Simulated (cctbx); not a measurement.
# Symmetry from intensities

Cell: a = 4.3420 Å, b = 4.3420 Å, c = 7.2160 Å, α = 90.00°, β = 90.00°, γ = 120.00°. Expected content of the cell: Bi2 Cd2 Zn1.

The data are simulated with cctbx, not measured: synchrotron X-rays, λ = 0.6889 Å, to d = 0.8 Å, 95 % of the full sphere, strongest reflection 40000 counts, noise from counting, a 1.5 % proportional error and a noise floor of 4 counts (s.d.); no absorption.

Tests on the unmerged data give:

```text
936 reflections to d = 0.800 A
centring   violations  <I/sigma> of those
    A        460 of   460     36.0
    B        460 of   460     35.9
    C        464 of   464     36.3
    I        460 of   460     35.8
    R        623 of   623     35.6
    F        692 of   692     36.1
Laue class    unique    Rint  (classes that these axes allow; Friedel mates merged)
P -1              495   0.013
P 1 1 2/m         273   0.214
P -3              171   0.016
P -3 1 m          107   0.210
P -3 m 1          119   0.017
P 6/m              97   0.210
P 6/m m m          76   0.210
space group    extra absences  I>4sigma  <I/sigma>
P 3 2 1                 0          0         -  acentric
P 3 m 1                 0          0         -  acentric
P -3 m 1                0          0         -  centric
Wilson B = 1.24 A^2   <|E^2-1|> = 0.677 (0.968 centric, 0.736 acentric)   E^2>4: 0.0 %
shell (A)         n   <I/sigma>
 7.22 - 1.60     22     90.6
 1.60 - 1.27     13    109.4
 1.27 - 1.11     17     91.5
 1.11 - 1.01     14    104.2
 1.01 - 0.94     10     95.1
 0.94 - 0.88     13     74.8
 0.88 - 0.84     14     88.8
 0.84 - 0.80     16     85.8
```

**Question.** What are the lattice type, the Laue class and the likely space group?

Every centring test has many violations, so the lattice is primitive.

Rint stays low (0.013 to 0.017) up to P -3 m 1 and is 0.210 or more in the other classes.

3 settings pass the absence test. No glide or screw absences show, which leaves P 3 2 1, P 3 m 1 and P -3 m 1.

⟨|E²−1|⟩ = 0.677 leans to a non-centrosymmetric structure, or to twinning, which lowers it. Here that hint misleads: twinning lowers the statistic a little, and few, heavy or special-position atoms do the rest. The Wilson B of 1.24 Å² means U ≈ 0.0157 Å².

The true group is P-3m1 (no. 164), Laue class -3m, centrosymmetric. The tables only narrow the choice to the tied entries; cell content, site symmetry and trial solutions must settle it.

The crystal is twinned by the law (0 -1 0 -1 0 0 0 0 -1) with a minor fraction of 0.12; Rint in the higher class falls towards the noise as the fraction nears 1/2.

The model was made for the exercise: a known structure type with other elements put in, its volume estimated, not relaxed; displacement parameters are assumed.

[Logs are printed without paths, hosts, clocks, repeated set-up lines and the standing remarks that a program may print on its own settings, such as how far it seeks lower states.]
